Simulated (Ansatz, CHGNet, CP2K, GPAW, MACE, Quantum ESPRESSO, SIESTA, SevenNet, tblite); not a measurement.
## tblite on Ge(100) slab, H on both faces (90 atoms): settings against a plane-wave reference

Aim: run Ge(100) slab, H on both faces (90 atoms) in tblite and see how near its forces come to a plane-wave reference, and at what cost.

Program: tblite 0.8.0. Level of theory: the method is named at each step. Results are calculated unless marked as measured.

### Step 1. The structure

The cell holds 90 atoms: 54 Ge and 36 H. Its edges and angles: a = 12.002 Å, b = 12.002 Å, c = 20.839 Å, α = 90.0°, β = 90.0°, γ = 90.0°. It derives from Ge (diamond-structure). Diamond-structure Ge (a = 5.658 Å), (100) slab of 6 atomic planes, 3 x 3 surface cells, H on the broken bonds of both faces, 12 Å of vacuum; displaced by a Gaussian of 0.02 Å. Then every atom was moved at random, 0.03 Å r.m.s. a Cartesian component (hydrogen 0.6 of that). Regions: slab, 54 atoms (54 Ge); hydrogen, 36 atoms (36 H). Vacuum lies along c.

The yardstick, on the same geometry:

```
method                                           : Kohn-Sham DFT, PBE, PAW, plane waves (Ansatz 0.2.0); cutoff 420 eV, Γ point, fermi-dirac smearing of 0.05 eV; PAW set soft_2
r.m.s. force component                           : 0.5689 eV/Å
longest force                                    : 3.348 eV/Å
gap (highest filled to lowest empty level) : 1.208 eV
SCF cycles                                       : 10
time                                             : 24 s on 8 threads of Arm Neoverse V2, shared host
CPU time                                         : 3 min
```

### Step 2. GFN1-xTB

Method: GFN1-xTB tight binding, diagonalisation.

The input, run.py:

```python
import numpy as np
from ase.io import read
from tblite.ase import TBLite

atoms = read("structure.xyz")
atoms.calc = TBLite(method="GFN1-xTB", electronic_temperature=580, accuracy=1.0, max_iterations=250, mixer_damping=0.4, verbosity=1)
energy = atoms.get_potential_energy()
forces = atoms.get_forces()
print(f"energy {energy:.6f} eV")
print("forces (eV/A)")
for i, (a, f) in enumerate(zip(atoms, forces)):
    print(f"{i:4d} {a.symbol:2s} {f[0]:10.5f} {f[1]:10.5f} {f[2]:10.5f}")
print("charges (e)")
print(np.array2string(atoms.get_charges(), precision=4, suppress_small=True, max_line_width=110, threshold=100000))
```

The input, structure.xyz:

```xyz
90
Lattice="12.00243 0.00000 0.00000 0.00000 12.00243 0.00000 0.00000 0.00000 20.83919" Properties=species:S:1:pos:R:3 pbc="T T T"
Ge 1.99888 2.07114 6.88881
Ge 0.04873 2.03249 8.29483
Ge 12.00219 4.01241 9.74045
Ge 2.09358 0.01476 11.13771
Ge 2.01545 2.00321 12.48955
Ge 0.06493 2.03705 13.97038
Ge 2.03717 5.98393 6.87193
Ge 11.97770 5.96929 8.32171
Ge 0.04981 8.01138 9.74982
Ge 1.96252 4.05358 11.14501
Ge 2.01821 5.99725 12.52498
Ge 0.07994 6.00698 13.92350
Ge 1.99420 9.96826 6.88923
Ge 0.04573 9.97378 8.25586
Ge 0.08606 11.96510 9.73565
Ge 2.04605 7.96649 11.07270
Ge 2.04377 10.04087 12.51748
Ge 0.02629 10.00931 13.96017
Ge 6.00398 2.05794 6.89194
Ge 3.93152 2.03453 8.32276
Ge 4.03942 4.01349 9.69939
Ge 6.02210 0.02581 11.10854
Ge 6.01586 1.98544 12.52352
Ge 4.11611 1.96792 13.93454
Ge 5.98573 6.01430 6.89402
Ge 4.05406 5.99809 8.28712
Ge 4.03078 7.99434 9.60541
Ge 5.95717 3.98133 11.10666
Ge 6.07407 5.97949 12.51789
Ge 4.01625 5.97121 13.97351
Ge 5.99521 10.04351 6.85734
Ge 4.06414 9.94713 8.30629
Ge 4.01421 0.00648 9.70564
Ge 6.01694 7.98354 11.15814
Ge 6.05955 10.01363 12.53852
Ge 4.04350 10.05324 13.98747
Ge 9.95986 1.98976 6.86464
Ge 7.99086 2.03009 8.25670
Ge 7.96541 4.01181 9.77983
Ge 10.01027 11.96438 11.17022
Ge 10.07928 1.99096 12.51185
Ge 8.03239 1.99072 14.01873
Ge 10.00295 6.01706 6.87006
Ge 7.95245 6.04766 8.29400
Ge 8.06647 8.02987 9.72982
Ge 10.04483 4.01253 11.13896
Ge 10.01747 5.98669 12.56499
Ge 8.06383 5.98489 13.92120
Ge 10.02311 9.91821 6.87860
Ge 7.97910 10.01063 8.27545
Ge 8.02386 11.98155 9.74503
Ge 10.00307 7.99062 11.12271
Ge 10.00871 10.04759 12.54457
Ge 8.03803 9.97870 13.90578
H 1.97812 0.76672 6.03607
H 1.99540 3.26778 6.04941
[... 30 atom lines left out ...]
H 10.07172 11.28721 5.97355
H 10.04387 8.78626 6.02315
H 8.01126 11.26248 14.81604
H 8.02314 8.75313 14.81958
```

The run is started by

```bash
$ OMP_NUM_THREADS=1 python run.py > output.txt
```

What it wrote:

```text
------------------------------------------------------------
  cycle        total energy    energy error   density error
------------------------------------------------------------
      1     -105.4025215578  -1.0566188E+02   3.7649952E-01
      2     -102.4285186978   2.9740029E+00   3.4069073E-01
      3     -77.09544647569   2.5333072E+01   5.0231611E-01
      4     -109.2932360140  -3.2197790E+01   1.1175440E-01
      5     -108.6710447015   6.2219131E-01   1.3506814E-01
      6     -109.8241185826  -1.1530739E+00   3.8018196E-02
      7     -109.8262224255  -2.1038429E-03   3.2824190E-02
      8     -109.9525508449  -1.2632842E-01   2.3044378E-02
      9     -110.0565795755  -1.0402873E-01   6.4655126E-03
     10     -110.0566615863  -8.2010822E-05   6.3548017E-03
     11     -110.0602833440  -3.6217577E-03   2.3654544E-03
     12     -110.0604937339  -2.1038993E-04   1.7062203E-03
     13     -110.0607501756  -2.5644176E-04   1.2320461E-03
     14     -110.0608894953  -1.3931966E-04   4.6756109E-04
     15     -110.0609048056  -1.5310285E-05   2.2980184E-04
     16     -110.0609062442  -1.4386488E-06   1.6062161E-04
     17     -110.0609075836  -1.3393414E-06   7.4795380E-05
     18     -110.0609076340  -5.0410492E-08   6.1622430E-05
     19     -110.0609078802  -2.4622229E-07   3.7345248E-05
     20     -110.0609080098  -1.2956062E-07   1.1198450E-05
------------------------------------------------------------
 total:                                   3.275 sec
energy -2994.909854 eV
forces (eV/A)
   0 Ge   -0.08736   -1.21310    0.54762
   1 Ge   -0.69254   -0.37209   -0.29550
   2 Ge   -0.04696   -0.15725   -0.29492
   3 Ge   -0.43274   -0.08365   -0.10811
   4 Ge    0.51516    0.28317    1.04386
   5 Ge   -0.18701   -0.72606    0.02013
   6 Ge   -0.24059   -0.16665    1.76039
   7 Ge    0.41259    0.46837   -0.68763
   8 Ge   -0.43819   -0.20860   -0.40103
   9 Ge    0.57231   -0.46243   -0.32169
  10 Ge    0.48273    0.39456    0.66983
  11 Ge   -0.56102    0.46235   -0.32742
  12 Ge    0.67794    0.25429   -0.11888
  13 Ge   -0.46500    0.05380    0.00117
  14 Ge   -0.35259    0.19296   -0.23484
  15 Ge    0.32251    0.42698    0.34103
  16 Ge    0.04122   -0.57698    0.74628
  17 Ge    0.00425    0.08223   -0.58656
  18 Ge   -0.50598   -1.56690    1.32286
  19 Ge    0.69315   -0.21586   -0.72228
  20 Ge   -0.83544    0.13723    0.12906
  21 Ge   -0.05066   -0.33192    0.04920
  22 Ge    0.80303    0.15001    0.57878
  23 Ge   -1.03195   -0.24921   -0.05326
[...]
82 H     0.03176   -0.67665   -0.28893
  83 H     0.00405    1.42398    0.14461
  84 H    -0.03045    1.28059   -0.20517
  85 H     0.02664   -1.29236   -0.15212
  86 H     0.02413   -1.97237    0.42136
  87 H     0.03244   -0.60604   -1.18670
  88 H    -0.02915   -1.45112   -0.24371
  89 H     0.01468    1.06715   -0.01426
charges (e)
[ 0.1099 -0.0237 -0.0114 -0.0093 -0.0248  0.1262  0.0832 -0.0335 -0.0265 -0.015  -0.009   0.1037  0.1194
 -0.0135 -0.0257 -0.0118 -0.0199  0.1077  0.0953 -0.017  -0.0128 -0.0168 -0.013   0.1088  0.1115 -0.0251
 -0.0079 -0.0106 -0.0221  0.104   0.1146 -0.0114 -0.0081 -0.0201 -0.0246  0.0961  0.1106 -0.0217 -0.0247
 -0.0048 -0.0333  0.106   0.1111 -0.0273 -0.0224 -0.0112 -0.0148  0.1197  0.1082 -0.0191 -0.0206 -0.0141
 -0.0206  0.1125 -0.0403 -0.0266 -0.0422 -0.0322 -0.0279 -0.0307 -0.0382 -0.0414 -0.0408 -0.04   -0.0362
 -0.0324 -0.047  -0.0296 -0.0383 -0.0435 -0.0397 -0.0343 -0.0308 -0.0386 -0.0384 -0.0254 -0.0387 -0.0289
 -0.027  -0.0374 -0.0295 -0.0349 -0.0373 -0.0362 -0.0394 -0.0402 -0.0501 -0.0259 -0.0468 -0.0337]
```

The job ended after 3.7 s (1 thread of Arm Neoverse V2, shared host; peak memory 0.17 GiB).

Banners, paths, timers and routine set-up lines are dropped from the logs unmarked, and long logs keep their key lines alone; longer cuts are marked.

Numbers from this run, and their distance from the reference:

```yaml
r_m_s_force_component: 0.6116 eV/Å
r_m_s_difference_of_force_components: 365.1 meV/Å
longest_difference_of_force_vectors: 1125 meV/Å
force_difference_over_r_m_s_force: 64.17 %
slope_of_forces_against_the_reference_s: 0.872
correlation_of_force_components: 0.8111
```

Length of the force difference by element (eV/Å):

| element | atoms | mean | most |
| --- | --- | --- | --- |
| Ge | 54 | 0.27 | 0.63 |
| H | 36 | 0.92 | 1.1 |

A closer look about H66, picked at random: 9 atoms, nearest first, numbered in the order of the input, with positions taken from that point.

| atom | x | y | z | distance (Å) | bonds | Mulliken charge (e) | Fx | Fy | Fz (eV/Å) |
| --- | --- | --- | --- | --- | --- | --- | --- | --- | --- |
| H66 | 0.00 | 0.00 | 0.00 | 0.00 | 1 | -0.03 | 0.02 | -1.13 | -0.03 |
| H57 | 0.00 | 1.45 | 0.03 | 1.45 | 1 | -0.04 | 0.06 | 1.91 | -0.42 |
| Ge18 | 0.02 | -1.24 | -0.91 | 1.53 | 4 | 0.11 | 0.00 | 0.08 | -0.59 |
| H65 | 0.01 | -2.49 | -0.05 | 2.49 | 1 | -0.04 | 0.01 | 0.98 | 0.03 |
| Ge6 | 0.06 | 2.80 | -0.90 | 2.94 | 4 | 0.13 | -0.19 | -0.73 | 0.02 |
| Ge53 | -2.00 | -1.20 | -2.32 | 3.29 | 4 | -0.02 | 0.40 | -0.90 | 0.65 |
| Ge17 | 2.03 | -1.20 | -2.35 | 3.33 | 4 | -0.02 | 0.04 | -0.58 | 0.75 |
| H89 | -4.00 | 0.02 | -0.05 | 4.00 | 1 | -0.05 | -0.03 | -1.45 | -0.24 |
| H78 | 4.02 | 0.03 | -0.03 | 4.02 | 1 | -0.03 | -0.02 | -0.72 | 0.33 |

Atoms are counted from 1 here, from 0 in the log.

Forces lie 64 % from the reference's, at 0.021 times its CPU time (on 1 against 8 cores).

The difference per atom is largest on H (0.92 eV/Å on average, against 0.27 on Ge).

### Step 3. Results

| Property | Result |
| --- | --- |
| force difference from the reference | tblite GFN1-xTB, 64 % |
| its CPU time | 3.7 s |

Tight binding differs by 64 % (tblite GFN1-xTB); it is another model, with fitted parameters of its own, and the xTB methods hold dispersion. One electronic-structure run takes under half the reference's CPU time: tblite GFN1-xTB, at 64 % in 3.7 s against 3 min, too far off to be of use. Periodic xTB results under one method name differ between programs and library versions. The electronic-structure runs sample only Γ, in a cell whose shortest periodic width is 12 Å.

[Also dropped from logs without a mark: logging warnings of Python, and SIESTA's first energy breakdown and zero terms.]

[Logs are printed without paths, hosts, clocks, repeated set-up lines and the standing remarks that a program may print on its own settings, such as how far it seeks lower states.]

[Hosts, paths, dates, database ids (printed as entryN), source tags and the programs' standing remarks are cut or masked in the printed files.]
